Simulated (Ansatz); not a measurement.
# Rb2YLuTe4: complex band structure, part 3 of 3

Wanted: the relaxed cell of Rb2YLuTe4, its band edges and its decay constants. It is built by putting Lu for part of the Y in the RbYTe2 structure of space group P6_3/mmc, with the volume rescaled by atomic radii. The parent structure comes from the Materials Project.

Ansatz 0.2.0; PBEsol DFT, plane waves, PAW files (the session's first sound run).

So far, gap on the k-mesh (eV): step 3 (band edges, PBEsol) 1.19; step 6 (LDA) 1.15.

The structure was built from a prototype and need not be the compound's stable phase.

### Step 7. Complex bands at another level

This step: LDA DFT, plane waves, PAW files; complex bands by layer matching along the plane's normal (Ansatz 0.2.0).

The complex bands at that level, over its own gap, at (0, 0) and (-0.5, 0).

The input, input.yaml:

```yaml
crystal:
  lattice:
    - [4.407832441, 0.0, 0.0]
    - [2.20391622, 3.817294869, 0.0]
    - [0.0, 0.0, 16.803838682]
  atoms:
    - { symbol: Rb, position: [0.6666666667, 0.6666666667, 0.2515269924] }
    - { symbol: Rb, position: [0.3333333333, 0.3333333333, 0.7484730076] }
    - { symbol: "Y", position: [0.0, 0.0, 0.0] }
    - { symbol: Lu, position: [0.0, 0.0, 0.5] }
    - { symbol: Te, position: [0.6666666667, 0.6666666667, 0.5979865145] }
    - { symbol: Te, position: [0.3333333333, 0.3333333333, 0.1016626418] }
    - { symbol: Te, position: [0.3333333333, 0.3333333333, 0.4020134855] }
    - { symbol: Te, position: [0.6666666667, 0.6666666667, 0.8983373582] }
kpoints:
  mp_grid: { grid: [6, 6, 2] }
scf:
  occupations: { method: fixed }
hamiltonian:
  xc: lda
output:
  eigenvalues: true
  transmission:
    leads: [[0, 0]]
    kpoints: [[0.0, 0.0], [-0.5, 0.0]]
    e_range: [-1.0, 2.15]
    de: 0.05
```

On the command line:

```sh
> ansatz run input.yaml --threads 2 --pin off --max-ram 4096MiB --backend cpu --events-out ev --progress --plain --runs-dir out
```

Numbers of over 12 decimals in the logs are rounded to 6 here.

What it wrote:

```text
[...]
Crystal: 8 atoms, lattice volume = 282.741 Å³
Basis set: ecut = 420 eV, 5559 PW (Γ)
Bands: 71, of which v1, the nominal top of the filled ones, is band 59 counted from 1 (58 counted from 0)
Symmetry: 12 space group operations
[...]
k-points: 14 of 72
[...]
SCF iter   1: F=—  HF=-51899.819745 eV  |F-HF|=—  |Δ(HF+E_count)|=         —  Δρ=4.37e-3  dr2=4.40e-2  ethr=1.77e-3  ⟨swp⟩=5.6  Hψ=3257  notcnv=0  defer=118
[...]
SCF iter   8: F=-51899.807077 eV  HF=-51899.807077 eV  |F-HF|=5.59e-8  |Δ(HF+E_count)|=   2.24e-7  Δρ=3.23e-6  dr2=6.92e-8  ethr=8.47e-11  ⟨swp⟩=16.6  Hψ=6530  notcnv=0
SCF 1 converged in 8 iterations: F = -51899.807077 eV  dr2 = 6.92e-8
[...]
transmission: 26 of 52 steps passed
transmission: 52 of 52 steps passed
SCF converged after 8 iterations
Free energy (F): -51899.807077 eV
[...]
Internal energy: -51899.807077 eV  (E = F + TS)
E sigma→0 (E₀):  -51899.807077 eV
Fermi energy:    7.299446 eV
[...]
--- Band table (eV; the first three rows and the last of 14) ---
  k-point 0: bands = [... 55 lower, 7.2565, 7.2565, 7.2994, 7.2994, 9.2165, 9.3987, 9.3987, 9.6319, ... 8 higher]
  k-point 1: bands = [... 55 lower, 7.2621, 7.2621, 7.2935, 7.2935, 9.4000, 9.4000, 9.5048, 9.5891, ... 8 higher]
  k-point 2: bands = [... 55 lower, 6.3723, 6.8823, 6.9130, 6.9754, 9.1085, 9.3468, 9.5930, 9.8431, ... 8 higher]
  k-point 13: bands = [... 55 lower, 5.7534, 5.7534, 5.8594, 5.8594, 9.6477, 9.6807, 10.2391, 10.2391, ... 8 higher]
--- Transmission ---
  basis      : 151 plane waves across, 26 finite elements along
  points     : 2, as listed
[...]
channels       : 0.000000e0 a spin
[...]
slowest decay  : 0.1504 /Å at (0.0000, 0.0000)
```

Elapsed: 22 s, on 2 threads of AMD EPYC 9R45, shared host; peak memory 0.81 GiB.

Numbers from this step:

* level to which the leads are filled: 0.5739 eV from the Fermi level
* decay constant at the filling level, zone centre: 0.1504 Å⁻¹
* decay constant at the filling level, slowest listed point: 0.1504 Å⁻¹

K parallel (0, 0); values up to 1.072 1/Å, a degenerate pair printed once or twice; energies at which all values exceed this have no row. The Im kz of the slowest decaying states by energy, zero at the highest filled level on the SCF mesh:

| energy (eV) | decay 1 (Å⁻¹) | decay 2 (Å⁻¹) | decay 3 (Å⁻¹) | decay 4 (Å⁻¹) |
| --- | --- | --- | --- | --- |
| -1.00 | 0.0101 | 0.630 | 0.734 | 0.940 |
| -0.85 | 0.616 | 0.728 | 0.923 | 0.963 |
| -0.75 | 0.599 | 0.726 | 0.910 | 0.955 |
| -0.60 | 0.565 | 0.724 | 0.892 | 0.944 |
| -0.50 | 0.536 | 0.722 | 0.879 | 0.936 |
| -0.35 | 0.0339 | 0.481 | 0.718 | 0.860 |
| -0.25 | 0.0719 | 0.429 | 0.714 | 0.846 |
| -0.10 | 0.102 | 0.286 | 0.708 | 0.826 |
| 0.00 | 0.0137 | 0.115 | 0.704 | 0.811 |
| 0.15 | 0.130 | 0.359 | 0.695 | 0.789 |
| 0.25 | 0.137 | 0.404 | 0.689 | 0.774 |
| 0.40 | 0.145 | 0.441 | 0.679 | 0.751 |
| 0.50 | 0.149 | 0.456 | 0.671 | 0.734 |
| 0.65 | 0.152 | 0.469 | 0.659 | 0.709 |
| 0.75 | 0.153 | 0.474 | 0.650 | 0.691 |
| 0.90 | 0.152 | 0.477 | 0.635 | 0.662 |
| 1.00 | 0.151 | 0.476 | 0.624 | 0.643 |
| 1.15 | 0.146 | 0.472 | 0.607 | 0.611 |
| 1.25 | 0.141 | 0.468 | 0.589 | 0.594 |
| 1.40 | 0.131 | 0.458 | 0.553 | 0.573 |
| 1.50 | 0.122 | 0.449 | 0.527 | 0.558 |
| 1.65 | 0.103 | 0.432 | 0.484 | 0.532 |
| 1.75 | 0.0853 | 0.417 | 0.452 | 0.513 |
| 1.90 | 0.0293 | 0.384 | 0.398 | 0.478 |
| 2.00 | 0.343 | 0.355 | 0.450 | 0.743 |
| 2.15 | 0.273 | 0.305 | 0.394 | 0.732 |

K parallel (-0.5, 0); values up to 1.072 1/Å, a degenerate pair printed once or twice; energies at which all values exceed this have no row. Im kz of the slowest decaying states against energy, zero at the highest filled level on the SCF mesh:

| energy (eV) | decay 1 (Å⁻¹) | decay 2 (Å⁻¹) | decay 3 (Å⁻¹) | decay 4 (Å⁻¹) |
| --- | --- | --- | --- | --- |
| -1.00 | 0.106 | 0.112 | 0.566 | - |
| -0.85 | 0.156 | 0.244 | 0.573 | - |
| -0.70 | 0.187 | 0.341 | 0.578 | - |
| -0.55 | 0.207 | 0.398 | 0.580 | - |
| -0.35 | 0.226 | 0.449 | 0.581 | - |
| -0.20 | 0.234 | 0.477 | 0.581 | - |
| -0.05 | 0.239 | 0.498 | 0.556 | 0.602 |
| 0.00 | 0.240 | 0.505 | 0.547 | 0.610 |
| 0.10 | 0.241 | 0.515 | 0.532 | 0.621 |
| 0.25 | 0.239 | 0.512 | 0.529 | 0.636 |
| 0.40 | 0.234 | 0.493 | 0.539 | 0.648 |
| 0.60 | 0.220 | 0.467 | 0.549 | 0.665 |
| 0.75 | 0.201 | 0.447 | 0.554 | 0.678 |
| 0.90 | 0.172 | 0.427 | 0.557 | 0.693 |
| 1.05 | 0.118 | 0.407 | 0.558 | 0.712 |
| 1.20 | 0.387 | 0.558 | 0.740 | 0.943 |
| 1.35 | 0.0484 | 0.368 | 0.556 | 0.800 |
| 1.50 | 0.349 | 0.553 | 0.819 | - |
| 1.70 | 0.158 | 0.324 | 0.547 | 0.803 |
| 1.85 | 0.201 | 0.304 | 0.541 | 0.785 |
| 2.00 | 0.230 | 0.280 | 0.534 | 0.776 |
| 2.15 | 0.252 | 0.525 | 0.761 | 1.04 |

At the listed wavevectors the last open channel is at -0.40 eV and the next at +1.15 eV on the grid, wider than the gap, since narrow bands can fall between grid energies. At +0.55 eV, the grid energy nearest the filling level (the middle of the gap on the SCF mesh), the slowest state at the listed wavevectors decays with κ = 0.150 Å⁻¹, its amplitude falling by e over 6.6 Å; the first such run, plane (001), gave 0.158 Å⁻¹ over as many of its listed wavevectors.

### Step 8. A repeat with changed settings

In this try the input is made faulty on purpose, to show what that does.

This step: PBEsol DFT, plane waves, PAW files; complex bands by layer matching along the plane's normal; changed: crystal.lattice = [[8.32959601, 0.0, 0.0], [4.164798, 7.21364175, 0.0], [0.0, 0.0, 31.75465254]], scf.max_iter = 50 (Ansatz 0.2.0).

input.yaml, as its differences from that of step 7:

```diff
@@ -2,5 +2,5 @@
   lattice:
-    - [4.407832441, 0.0, 0.0]
-    - [2.20391622, 3.817294869, 0.0]
-    - [0.0, 0.0, 16.803838682]
+    - [8.32959601, 0.0, 0.0]
+    - [4.164798, 7.21364175, 0.0]
+    - [0.0, 0.0, 31.75465254]
   atoms:
@@ -18,4 +18,5 @@
   occupations: { method: fixed }
+  max_iter: 50
 hamiltonian:
-  xc: lda
+  xc: pbesol
 output:
@@ -24,4 +25,4 @@
     leads: [[0, 0]]
-    kpoints: [[0.0, 0.0], [-0.5, 0.0]]
-    e_range: [-1.0, 2.15]
+    kpoints: [[0.0, 0.0], [-0.5, 0.0], [0.5, 0.0]]
+    e_range: [-1.0, 2.19]
     de: 0.05
```

What it wrote:

```text
Engine: ansatz 0.2.0, x86_64-unknown-linux-gnu
Pseudopotentials: kind: paw
Pseudopotential: Rb, paw, valence charge 9, recommended cutoff 420 eV (normal), Rb.paw.azcp
Pseudopotential: Y, paw, valence charge 11, recommended cutoff 420 eV (normal), Y.paw.azcp
Pseudopotential: Lu, paw, valence charge 25, recommended cutoff 420 eV (normal), Lu.paw.azcp
Pseudopotential: Te, paw, valence charge 16, recommended cutoff 420 eV (normal), Te.paw.azcp
Functional definition: PBEsol
  exchange = pbesol_x
  correlation = pbesol_c
Error: memory limit exceeded: the `transmission` phase of `transmission` needs 7.57 GiB against the run's memory maximum of 4.00 GiB; largest carriers: transmission 6.91 GiB, source scf tables 0.35 GiB, unmodelled-tail allowance 0.30 GiB, source scf state 0.01 GiB; the layers of output.transmission grow with the square of the cell's cross-section: a lower cutoff or a narrower output.transmission.e_range takes less, and so, most of all in a narrow cell, does a wider de; where no e_range is typed, a fill by count is planned with a gap of 40 thermal energies
with nothing else changed it takes a maximum of at least 7.58 GiB, with nothing to spare, and 8.34 GiB leaves up to a tenth: --max-ram 8.34GiB where that set the maximum, else more of the term that did, and with no share typed, where 8.34 GiB is over 0.88 of the host's memory or its container's limit, a share of 0.88 or more that holds the maximum too (--max-ram-frac F), where one does; The budget is ten elevenths of [...]
`transmission` follows the SCF: where the deck gives it k-points, a mesh or a band count of its own, those are what to reduce (not on a resume, whose deck is fixed)
```

It took 0.52 s on 2 threads; peak memory 0.36 GiB.

The program refused the input before any cycle.

The program's message: “Error: memory limit exceeded: the `transmission` phase of `transmission` needs 7.57 GiB against the run's memory maximum of 4.00 GiB; largest carriers: transmission 6.91 GiB, source scf tables 0.35 Gi …”

The change that led to it: crystal.lattice.

### Step 9. Outcome

| Quantity | Value |
| --- | --- |
| band gap | 1.19 eV |
| least decay constant at mid-gap, normal to (001) | 0.158 Å⁻¹ |
| least decay constant on a mesh, normal to (001) | 0.158 Å⁻¹ |
| least decay constant, LDA | 0.150 Å⁻¹ |

With PBEsol, the slowest decay at the wavevectors tried is κ = 0.158 Å⁻¹, normal to (001). Through such a film the transmission near mid-gap falls as exp(−2κd), a factor of ten every 7.3 Å. A free electron under a barrier of half the gap would need a mass of 0.16 mₑ to decay at this rate. With LDA the gap goes from 1.19 to 1.15 eV and the decay constant, over the first 2 listed wavevectors, from 0.158 to 0.150 Å⁻¹. The compound is made up by substitution; its stability against other phases and against distortions of the cell's symmetry was not tested. A semilocal functional narrows gaps, while spin-orbit coupling, left out here, narrows them in compounds of heavy elements, so the error in κ can go either way.

[Logs are printed without paths, hosts, clocks, repeated set-up lines and the standing remarks that a program may print on its own settings, such as how far it seeks lower states.]

[Hosts, paths, dates, database ids (printed as entryN), source tags and the programs' standing remarks are cut or masked in the printed files.]
